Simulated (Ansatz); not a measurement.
## InH2O2: relaxing a made-up structure

This structure for InH2O2 is made up. Its elements were placed in a known structure type with a cell scaled to their sizes. What cell does the guess relax to, and how far off was it?

Main program and level: Ansatz 0.2.0; DFT, PBE, plane-wave PAW, files of the set soft_1, scalar-relativistic, no spin, cell and ions relaxed at zero pressure; PAW set soft_1, in the first sound run; inputs show where later runs differ.

### Step 1. The starting structure

The structure is triclinic, space group P1 (No. 1). Conventional cell: a = 3.612 Å, b = 3.630 Å, c = 5.355 Å, α = 83.60°, β = 86.25°, γ = 60.62°. In has 6 O at 2.33 to 2.53 Å nearest. Nearest to O lie 2 H at 1.01 to 2.30 Å and 3 In at 2.36 to 2.53 Å. Nearest to O lie 1 H at 1.09 Å and 3 In at 2.33 to 2.41 Å. Nearest to H lie 1 O at 1.01 Å. Nearest to H lie 1 O at 1.09 Å. Farther neighbours and most contacts between anions are not listed.

### Step 2. Relaxation of the guess

The guessed cell has no reason to be at equilibrium. It is relaxed with the atoms, within the space group of the guess.

File input.yaml:

```yaml
crystal:
  lattice:
    - [3.611690321, 0.0, 0.0]
    - [1.780631897, 3.163265725, 0.0]
    - [0.350331095, 0.4877854, 5.321217767]
  atoms:
    - { symbol: In, position: [0.9485, 0.0499, 0.9704] }
    - { symbol: O, position: [0.2762, 0.3195, 0.2063] }
    - { symbol: O, position: [0.6033, 0.7454, 0.7625] }
    - { symbol: H, position: [0.16, 0.3855, 0.382] }
    - { symbol: H, position: [0.5371, 0.8684, 0.5655] }
kpoints:
  mp_grid: { grid: [8, 8, 5] }
scf:
  occupations: { method: fermi_dirac, width: 0.05 }
hamiltonian:
  xc: pbe
  pseudopotentials: { kind: paw, azcp: { folder: soft_1 } }
relax:
  f_tol: 0.015
  max_steps: 70
  cell: {}
output:
  forces: true
  stress: true
```

Command:

```bash
$ ansatz run input.yaml --threads 4 --pin off --max-ram 10240MiB --backend cpu --events-out ev --progress --plain --runs-dir out
```

Numbers of over 12 decimals in the logs are rounded to 6 here.

Output:

```text
Engine: ansatz 0.2.0, aarch64-unknown-linux-gnu
Pseudopotentials: kind: paw
Pseudopotential: In, paw, valence charge 13, recommended cutoff 420 eV (normal), soft_1/In.paw.azcp
Pseudopotential: O, paw, valence charge 6, recommended cutoff 420 eV (normal), soft_1/O.paw.azcp
Pseudopotential: H, paw, valence charge 1, recommended cutoff 420 eV (normal), soft_1/H.paw.azcp
Functional definition: PBE
  parameter kappa = 0.804
  parameter beta = 0.066725
  exchange = pbe_x(kappa = kappa, mu = beta*pi^2/3)
  correlation = pbe_c(beta = beta)
Crystal: 5 atoms, lattice volume = 60.794 Å³
Basis set: ecut = 420 eV, 1173 PW (Γ), exchange–correlation on 50×50×72 points (8 copies of the dense FFT grid, shifted against one another)
Bands: 19, of which v1, the nominal top of the filled ones, is band 14 counted from 1 (13 counted from 0)
Symmetry: 1 space group operations
Space group: P1 (ITA 1), of the structure as read, at distance tolerance 3.9e-5 Å
k-points: 162 of 320 (time reversal used)
Non-local potential: In, projectors of the file, l = 0: 2, l = 1: 2, l = 2: 2, l = 3: 1
Non-local potential: O, projectors of the file, l = 0: 2, l = 1: 2, l = 2: 1
Non-local potential: H, projectors of the file, l = 0: 2, l = 1: 1
PAW form: soft (Blöchl's): semilocal exchange-correlation on the pseudo side does not see the compensation charge
PAW one-centre angular grid: In, 590 points (default); XC on 64 Gauss nodes
PAW one-centre angular grid: O, 110 points (default); XC on 64 Gauss nodes
PAW one-centre angular grid: H, 110 points (default); XC on 64 Gauss nodes
Initial density: superposition of atomic densities (chi_scale 0.1, normalization cell, long waves kept (reshape's long-wave potential 0.15 eV rms))
Initial wavefunctions: pseudopotential atomic-orbital guess
Functional: x = pbe(κ = 0.804, μ = 0.219515), c = pbe(β = 0.066725)
SCF iter   1: F=—  HF=-6764.958033 eV  |F-HF|=—  |Δ(HF+E_count)|=         —  Δρ=6.52e-2  dr2=3.24e0  ethr=3.10e-3  ⟨swp⟩=5.4  Hψ=15553  notcnv=0
preconditioner: auto → LDOS  [metal: Δε(μ)=0.015 eV  Ē_g=17.201 eV  σ=0.050 eV  W_gap=0.07  n_scr=18 (ndim 8)  ℏωp=24.7 eV  f_vac=0.012  D(μ)=1.05/eV (n_scr^D=2)  β→1.0]
SCF iter   2: F=—  HF=-6764.236799 eV  |F-HF|=—  |Δ(HF+E_count)|=   7.21e-1  Δρ=4.35e-2  dr2=1.01e0  ethr=3.10e-3  ⟨swp⟩=3.0  Hψ=8264  notcnv=0  defer=161
SCF iter   3: F=—  HF=-6763.876239 eV  |F-HF|=—  |Δ(HF+E_count)|=   3.61e-1  Δρ=6.19e-3  dr2=3.96e-2  ethr=3.10e-3  ⟨swp⟩=2.7  Hψ=6305  notcnv=0  defer=153
SCF iter   4: F=—  HF=-6763.864325 eV  |F-HF|=—  |Δ(HF+E_count)|=   1.19e-2  Δρ=1.05e-3  dr2=1.28e-3  ethr=1.47e-4  ⟨swp⟩=2.4  Hψ=5740  notcnv=0  defer=148
SCF iter   5: F=—  HF=-6763.864308 eV  |F-HF|=—  |Δ(HF+E_count)|=   1.63e-5  Δρ=4.24e-4  dr2=8.67e-5  ethr=4.75e-6  ⟨swp⟩=2.1  Hψ=4871  notcnv=0  defer=147
SCF iter   6: F=—  HF=-6763.864314 eV  |F-HF|=—  |Δ(HF+E_count)|=   5.95e-6  Δρ=9.73e-5  dr2=6.24e-6  ethr=3.21e-7  ⟨swp⟩=2.0  Hψ=4894  notcnv=0  defer=147
SCF iter   7: F=—  HF=-6763.864313 eV  |F-HF|=—  |Δ(HF+E_count)|=   1.63e-6  Δρ=1.95e-5  dr2=1.20e-7  ethr=2.31e-8  ⟨swp⟩=2.0  Hψ=4602  notcnv=0  defer=147
SCF iter   8: F=-6763.864313 eV  HF=-6763.864313 eV  |F-HF|=5.42e-9  |Δ(HF+E_count)|=   1.28e-7  Δρ=5.58e-6  dr2=1.26e-8  ethr=3.70e-10  ⟨swp⟩=4.8  Hψ=10694  notcnv=0
SCF 1 converged in 8 iterations: F = -6763.864313 eV  dr2 = 1.26e-8
  greatest PAW one-centre occupation: 0.988 electrons in one spin orbital (limit 2), on the In atom at site 0 (counted from 0), in its partial waves of l = 2
relax step   1: F+E_penalty+E_count = -6763.86431275 eV  Δ(F+E_penalty+E_count) = +0.000e0 eV  max|allowed force component| = 2.875e0 eV/Å  Δτ_max = 0.0000 Å  P = -2.710 GPa  Ω = 60.794 Å³  (8 SCF iters, dr2 threshold 1.00e-7 eV, accepted)
Crystal: 5 atoms, lattice volume = 62.093 Å³
Basis set: ecut = 420 eV, 1217 PW (Γ), exchange–correlation on 50×50×72 points (8 copies of the dense FFT grid, shifted against one another)
Initial density: handed on by an earlier stage of this run
Initial wavefunctions: those handed on with the density
iter 1 solved again at ethr=1.58e-4 eV; its pass at ethr=3.10e-3 eV (dr2=4.28e-2 eV) is discarded
SCF iter   1: F=—  HF=-6764.034266 eV  |F-HF|=—  |Δ(HF+E_count)|=         —  Δρ=1.41e-2  dr2=4.36e-2  ethr=1.58e-4  ⟨swp⟩=1.0  Hψ=19488  notcnv=0
preconditioner: auto → LDOS  [metal: Δε(μ)=0.018 eV  Ē_g=16.059 eV  σ=0.050 eV  W_gap=0.09  n_scr=16 (ndim 8)  ℏωp=24.5 eV  f_vac=0.103  D(μ)=0.96/eV (n_scr^D=2)  β→1.0]
SCF iter   2: F=—  HF=-6764.043458 eV  |F-HF|=—  |Δ(HF+E_count)|=   9.19e-3  Δρ=5.06e-3  dr2=1.77e-2  ethr=1.58e-4  ⟨swp⟩=2.9  Hψ=6124  notcnv=0
SCF iter   3: F=—  HF=-6764.037329 eV  |F-HF|=—  |Δ(HF+E_count)|=   6.13e-3  Δρ=1.36e-3  dr2=1.10e-3  ethr=6.55e-5  ⟨swp⟩=2.1  Hψ=5853  notcnv=0
SCF iter   4: F=—  HF=-6764.037069 eV  |F-HF|=—  |Δ(HF+E_count)|=   2.60e-4  Δρ=2.32e-4  dr2=2.70e-5  ethr=4.08e-6  ⟨swp⟩=2.0  Hψ=4510  notcnv=0
SCF iter   5: F=—  HF=-6764.037099 eV  |F-HF|=—  |Δ(HF+E_count)|=   2.99e-5  Δρ=6.28e-5  dr2=2.62e-6  ethr=1.00e-7  ⟨swp⟩=2.0  Hψ=4931  notcnv=0
SCF iter   6: F=-6764.037099 eV  HF=-6764.037099 eV  |F-HF|=3.50e-8  |Δ(HF+E_count)|=   9.54e-8  Δρ=9.41e-6  dr2=5.00e-8  ethr=1.85e-9  ⟨swp⟩=5.0  Hψ=11010  notcnv=0
SCF 2 converged in 6 iterations: F = -6764.037099 eV  dr2 = 5.00e-8
relax step   2: F+E_penalty+E_count = -6764.03709950 eV  Δ(F+E_penalty+E_count) = -1.728e-1 eV  max|allowed force component| = 2.314e0 eV/Å  Δτ_max = 0.1935 Å  P = -2.270 GPa  Ω = 62.093 Å³  energy of the carried Pulay correction = -2.504e-3 eV  (6 SCF iters, dr2 threshold 5.00e-7 eV, accepted)
Crystal: 5 atoms, lattice volume = 62.494 Å³
Basis set: ecut = 420 eV, 1229 PW (Γ), exchange–correlation on 50×50×72 points (8 copies of the dense FFT grid, shifted against one another)
iter 1 solved again at ethr=4.87e-4 eV; its pass at ethr=3.10e-3 eV (dr2=1.32e-1 eV) is discarded
SCF iter   1: F=—  HF=-6764.156962 eV  |F-HF|=—  |Δ(HF+E_count)|=         —  Δρ=2.34e-2  dr2=1.32e-1  ethr=4.87e-4  ⟨swp⟩=1.0  Hψ=21244  notcnv=0
preconditioner: auto → LDOS  [metal: Δε(μ)=0.014 eV  Ē_g=16.257 eV  σ=0.050 eV  W_gap=0.07  n_scr=20 (ndim 8)  ℏωp=24.4 eV  f_vac=0.110  D(μ)=0.99/eV (n_scr^D=2)  β→1.0]
SCF iter   2: F=—  HF=-6764.174294 eV  |F-HF|=—  |Δ(HF+E_count)|=   1.73e-2  Δρ=5.44e-3  dr2=1.58e-2  ethr=4.87e-4  ⟨swp⟩=2.6  Hψ=6244  notcnv=0
SCF iter   3: F=—  HF=-6764.170194 eV  |F-HF|=—  |Δ(HF+E_count)|=   4.10e-3  Δρ=2.10e-3  dr2=2.70e-3  ethr=5.85e-5  ⟨swp⟩=2.3  Hψ=6144  notcnv=0
SCF iter   4: F=—  HF=-6764.169335 eV  |F-HF|=—  |Δ(HF+E_count)|=   8.60e-4  Δρ=4.99e-4  dr2=1.26e-4  ethr=1.00e-5  ⟨swp⟩=2.0  Hψ=4478  notcnv=0
[...]
relax step   3: F+E_penalty+E_count = -6764.16932106 eV  Δ(F+E_penalty+E_count) = -1.322e-1 eV  max|allowed force component| = 2.127e-1 eV/Å  Δτ_max = 0.2000 Å  P = +0.624 GPa  Ω = 62.494 Å³  energy of the carried Pulay correction = -3.268e-3 eV  (7 SCF iters, dr2 threshold 5.00e-7 eV, accepted)
[... from here on, the SCF cycles and remarks between the steps are left out ...]
relax step   4: F+E_penalty+E_count = -6764.17636822 eV  Δ(F+E_penalty+E_count) = -7.047e-3 eV  max|allowed force component| = 9.383e-2 eV/Å  Δτ_max = 0.0443 Å  P = -0.218 GPa  Ω = 63.222 Å³  energy of the carried Pulay correction = -4.639e-3 eV  (5 SCF iters, dr2 threshold 5.00e-7 eV, accepted)
relax step   5: F+E_penalty+E_count = -6764.18143934 eV  Δ(F+E_penalty+E_count) = -5.071e-3 eV  max|allowed force component| = 8.472e-3 eV/Å  Δτ_max = 0.0443 Å  P = +0.027 GPa  Ω = 62.825 Å³  energy of the carried Pulay correction = -3.893e-3 eV  (5 SCF iters, dr2 threshold 5.00e-7 eV, accepted)
relax step   6: F+E_penalty+E_count = -6764.18185886 eV  Δ(F+E_penalty+E_count) = -4.195e-4 eV  max|allowed force component| = 8.754e-3 eV/Å  Δτ_max = 0.0100 Å  P = -0.025 GPa  Ω = 62.726 Å³  energy of the carried Pulay correction = -3.705e-3 eV  (5 SCF iters, dr2 threshold 5.24e-8 eV, accepted)
relax step   7: F+E_penalty+E_count = -6764.18256491 eV  Δ(F+E_penalty+E_count) = -7.061e-4 eV  max|allowed force component| = 7.813e-3 eV/Å  Δτ_max = 0.0127 Å  P = -0.015 GPa  Ω = 62.428 Å³  energy of the carried Pulay correction = -3.141e-3 eV  (6 SCF iters, dr2 threshold 1.62e-8 eV, accepted)
relax step   8: F+E_penalty+E_count = -6764.18272836 eV  Δ(F+E_penalty+E_count) = -1.634e-4 eV  max|allowed force component| = 6.435e-4 eV/Å  Δτ_max = 0.0034 Å  P = -0.003 GPa  Ω = 62.351 Å³  energy of the carried Pulay correction = -2.996e-3 eV  (5 SCF iters, dr2 threshold 9.74e-9 eV, accepted)
relax step   9: F+E_penalty+E_count = -6764.19261608 eV  Δ(F+E_penalty+E_count) = -9.888e-3 eV  max|allowed force component| = 2.375e-3 eV/Å  Δτ_max = 0.0000 Å  P = +0.227 GPa  Ω = 62.351 Å³  stress off target by 4.63e-1 GPa  SCF on the basis re-selected at this cell (its energy is not comparable with the rows above)  (6 SCF iters)
relax step  10: F+E_penalty+E_count = -6764.19394784 eV  Δ(F+E_penalty+E_count) = -1.332e-3 eV  max|allowed force component| = 2.311e-2 eV/Å  Δτ_max = 0.0348 Å  P = +0.006 GPa  Ω = 62.184 Å³  energy of the carried Pulay correction = +5.730e-5 eV  (5 SCF iters, dr2 threshold 5.00e-7 eV, accepted)
relax step  11: F+E_penalty+E_count = -6764.19400941 eV  Δ(F+E_penalty+E_count) = -6.157e-5 eV  max|allowed force component| = 8.079e-4 eV/Å  Δτ_max = 0.0099 Å  P = +0.007 GPa  Ω = 62.277 Å³  energy of the carried Pulay correction = -7.788e-5 eV  (5 SCF iters, dr2 threshold 3.50e-8 eV, accepted)
relax step  12: F+E_penalty+E_count = -6764.19388450 eV  Δ(F+E_penalty+E_count) = +1.249e-4 eV  max|allowed force component| = 1.357e-3 eV/Å  Δτ_max = 0.0055 Å  P = -0.002 GPa  Ω = 62.362 Å³  energy of the carried Pulay correction = -2.203e-4 eV  (7 SCF iters, accepted)
relax step  13: F+E_penalty+E_count = -6764.19439582 eV  Δ(F+E_penalty+E_count) = -5.113e-4 eV  max|allowed force component| = 1.406e-3 eV/Å  Δτ_max = 0.0000 Å  P = +0.009 GPa  Ω = 62.362 Å³  stress off target by 6.32e-2 GPa  SCF on the basis re-selected at this cell (its energy is not comparable with the rows above)  (5 SCF iters)
relax step  14: F+E_penalty+E_count = -6764.19471801 eV  Δ(F+E_penalty+E_count) = -3.222e-4 eV  max|allowed force component| = 6.747e-3 eV/Å  Δτ_max = 0.0112 Å  P = +0.035 GPa  Ω = 62.207 Å³  energy of the carried Pulay correction = +2.608e-4 eV  (6 SCF iters, dr2 threshold 9.98e-9 eV, accepted)
relax step  15: F+E_penalty+E_count = -6764.19454844 eV  Δ(F+E_penalty+E_count) = +1.696e-4 eV  max|allowed force component| = 1.333e-3 eV/Å  Δτ_max = 0.0030 Å  P = -0.009 GPa  Ω = 62.303 Å³  energy of the carried Pulay correction = +8.343e-5 eV  (5 SCF iters, dr2 threshold 7.55e-9 eV, accepted)
iter 1 solved again at ethr=1.16e-7 eV; its pass at ethr=3.10e-3 eV (dr2=3.12e-5 eV) is discarded
SCF iter   1: F=—  HF=-6764.194430 eV  |F-HF|=—  |Δ(HF+E_count)|=         —  Δρ=6.47e-5  dr2=9.54e-8  ethr=1.16e-7  ⟨swp⟩=4.2  Hψ=24541  notcnv=0
preconditioner: auto → LDOS  [metal: Δε(μ)=0.061 eV  Ē_g=16.148 eV  σ=0.050 eV  W_gap=0.29  n_scr=20 (ndim 8)  ℏωp=24.4 eV  f_vac=0.085  D(μ)=1.00/eV (n_scr^D=2)  β→1.0]
SCF iter   2: F=—  HF=-6764.194502 eV  |F-HF|=—  |Δ(HF+E_count)|=   7.13e-5  Δρ=3.38e-6  dr2=7.43e-9  ethr=3.53e-10  ⟨swp⟩=2.1  Hψ=5319  notcnv=0
SCF iter   3: F=—  HF=-6764.194502 eV  |F-HF|=—  |Δ(HF+E_count)|=   1.40e-9  Δρ=2.32e-6  dr2=4.20e-9  ethr=2.75e-11  ⟨swp⟩=2.0  Hψ=4953  notcnv=0
SCF iter   4: F=—  HF=-6764.194502 eV  |F-HF|=—  |Δ(HF+E_count)|=  2.98e-10  Δρ=8.92e-7  dr2=6.03e-10  ethr=1.56e-11  ⟨swp⟩=2.0  Hψ=3889  notcnv=0
SCF iter   5: F=-6764.194502 eV  HF=-6764.194502 eV  |F-HF|=2.09e-11  |Δ(HF+E_count)|=  1.66e-10  Δρ=2.12e-7  dr2=3.38e-11  ethr=1.00e-12  ⟨swp⟩=3.7  Hψ=12909  notcnv=0
SCF 16 converged in 5 iterations: F = -6764.194502 eV  dr2 = 3.38e-11
relax step  16: F+E_penalty+E_count = -6764.19450168 eV  Δ(F+E_penalty+E_count) = +4.676e-5 eV  max|allowed force component| = 1.343e-3 eV/Å  Δτ_max = 0.0000 Å  P = -0.008 GPa  Ω = 62.303 Å³  stress off target by 2.22e-2 GPa  SCF on the basis re-selected at this cell (its energy is not comparable with the rows above)  (5 SCF iters)
basis re-selected at this cell: Δ(F+E_penalty+E_count) = +4.676e-5 eV, ΔP = +0.001 GPa vs the last step (what re-selecting the basis moved, of the pressure what is left beyond the Pulay correction that the steps carried, after the strain that the cell walked since its last selection, with what the two solves' SCF thresholds leave and, on support functions, any second-order correction that the steps lacked; it is no m [...]
SCF converged after 5 iterations
Free energy (F): -6764.194502 eV
Harris-Foulkes:  -6764.194502 eV  (|F-HF|=2.09e-11)
Internal energy: -6764.186329 eV  (E = F + TS)
E sigma→0 (E₀):  -6764.190415 eV
Entropy (-TS):   -0.008173 eV (-1.635 meV/atom)
Fermi energy:    6.374376 eV
--- Per-component energies (eV) ---
  E_band       = -139.637828
  E_kinetic    = 579.213168
  E_local      = -2280.859099  (includes V_loc(G=0)·N_el)
  E_nonlocal   = 434.219704
  E_hartree    = 892.128894
  E_xc         = -302.130938
  E_vxc        = -292.507226  (∫ρ·V_xc dr)
  E_paw        = -4535.336536  (= ΣΔE_a)
  E_vpaw       = -363.961809  (= ΣTr[D̂ρ^β])
  E_aug_tail   = -0.000384  (compensation charges beyond the density's cutoff)
  E_ewald      = -1551.421139
  E_smearing   = -0.008173  (= −TS)
  E_closure    = -0.000000  (closes the sum)
  Σ components = -6764.194502   (vs F -6764.194502, Δ=0.00e0)
--- Forces (eV/Å), atoms counted from 1 ---
  atom   1  In     0.00010834    -0.00004965     0.00059340
  atom   2  O     -0.00037711    -0.00003216     0.00051902
  atom   3  O      0.00019725     0.00015803    -0.00134483
  atom   4  H      0.00038077     0.00001179    -0.00111628
  atom   5  H     -0.00030957    -0.00008852     0.00133775
  max |Σ_I F_I| component: 1.09e-5 eV/Å
--- Stress (GPa, compression-positive) ---
       -0.007145      -0.002346      -0.006398
       -0.002346      -0.004943      -0.009735
       -0.006398      -0.009735      -0.012740
  P = ⅓ Tr σ = -0.0083 GPa (-0.083 kbar)
--- Relaxed structure (13 steps of the walk, 13 accepted, 3 SCFs on fresh bases) ---
  F+E_penalty+E_count = -6764.19450168 eV   max|allowed force component| = 1.343e-3 eV/Å   (the final SCF, on the basis selected at the relaxed cell)
  cell:  # Å, volume = 62.3026 Å³
    - [3.743597, 0.012091, -0.126361]
    - [1.856254, 3.246401, -0.213523]
    - [0.178588, 0.246470, 5.118440]
  atoms:
    - { symbol: In, position: [0.905012, 0.073742, 0.977320] }
    - { symbol: O, position: [0.238273, 0.406647, 0.189798] }
    - { symbol: O, position: [0.571785, 0.740817, 0.764893] }
    - { symbol: H, position: [0.238147, 0.406397, 0.381365] }
    - { symbol: H, position: [0.571883, 0.741097, 0.573324] }
```

The job ended after 47 s (4 threads of Arm Neoverse V2, shared host; peak memory 0.53 GiB).

This run has no spin polarisation although its electron count is odd.

Step by step:

```tsv
step	energy less that of the first step (eV)	largest force component (eV/Å)	pressure (GPa)	volume (Å³)
1	0.0000	2.8750	-2.71	60.79
2	-0.1728	2.3140	-2.27	62.09
3	-0.3050	0.2127	0.62	62.49
4	-0.3121	0.0938	-0.22	63.22
5	-0.3171	0.0085	0.03	62.83
6	-0.3175	0.0088	-0.03	62.73
7	-0.3183	0.0078	-0.02	62.43
8	-0.3184	0.0006	0.00	62.35
9*	-0.3283	0.0024	0.23	62.35
10	-0.3296	0.0231	0.01	62.18
11	-0.3297	0.0008	0.01	62.28
12	-0.3296	0.0014	0.00	62.36
13*	-0.3301	0.0014	0.01	62.36
14	-0.3304	0.0067	0.03	62.21
15	-0.3302	0.0013	-0.01	62.30
16*	-0.3302	0.0013	-0.01	62.30
```

Relaxation steps marked * repeat the geometry before them on a plane-wave basis chosen anew for their cell, so energy and pressure can jump there.

```tsv
cell as run	before	after	change
a (Å)	3.612	3.746	+3.7 %
b (Å)	3.630	3.746	+3.2 %
c (Å)	5.355	5.127	-4.2 %
α (°)	83.60	89.88	+7.5 %
β (°)	86.25	89.93	+4.3 %
γ (°)	60.62	60.00	-1.0 %
volume (Å³/atom)	12.16	12.46	+2.5 %
```

The atoms that moved most (Å, as changes of fractional coordinates times the final cell):

```tsv
atom	dx	dy	dz	length
H5	-0.105	-0.411	0.063	0.429
H4	0.331	0.069	-0.018	0.339
O2	0.017	0.278	-0.098	0.296
In1	-0.117	0.079	0.036	0.146
O3	-0.126	-0.015	0.017	0.128
```

The relaxed structure:

```cif
data_structure
_symmetry_space_group_name_H-M 'P 1'
_symmetry_Int_Tables_number 1
_cell_length_a 3.7457
_cell_length_b 3.7457
_cell_length_c 5.1275
_cell_angle_alpha 89.884
_cell_angle_beta 89.926
_cell_angle_gamma 60.000
_cell_volume 62.30
loop_
_atom_site_label
_atom_site_type_symbol
_atom_site_fract_x
_atom_site_fract_y
_atom_site_fract_z
_atom_site_occupancy
In1 In 0.90501 0.07374 0.97732 1
O2 O 0.23827 0.40665 0.18980 1
O3 O 0.57178 0.74082 0.76489 1
H4 H 0.23815 0.40640 0.38137 1
H5 H 0.57188 0.74110 0.57332 1
```

This step gave:

| Item | Value |
| --- | --- |
| free energy | -6764.1945 eV |
| energy at zero smearing | -6764.1904 eV |
| smearing term TS | 0.008173 eV |
| Fermi energy | 6.374 eV |
| electrons | 27 |
| symmetry operations | 1 |
| pressure | -0.008276 GPa |

The shortest distance of each pair, which need not be the same contact before and after:

```tsv
pair	guess (Å)	relaxed (Å)
H–O	1.009	0.982
H–H	1.897	2.371
In–O	2.328	2.421
H–In	2.828	2.994
O–O	3.116	3.069
```

The relaxation ends with a largest force component of 0.0013 eV/Å and a pressure of -0.01 GPa.

[end of part 1 of 2]

[Logs are printed without paths, hosts, clocks, repeated set-up lines and the standing remarks that a program may print on its own settings, such as how far it seeks lower states.]

[Hosts, paths, dates, database ids (printed as entryN), source tags and the programs' standing remarks are cut or masked in the printed files.]
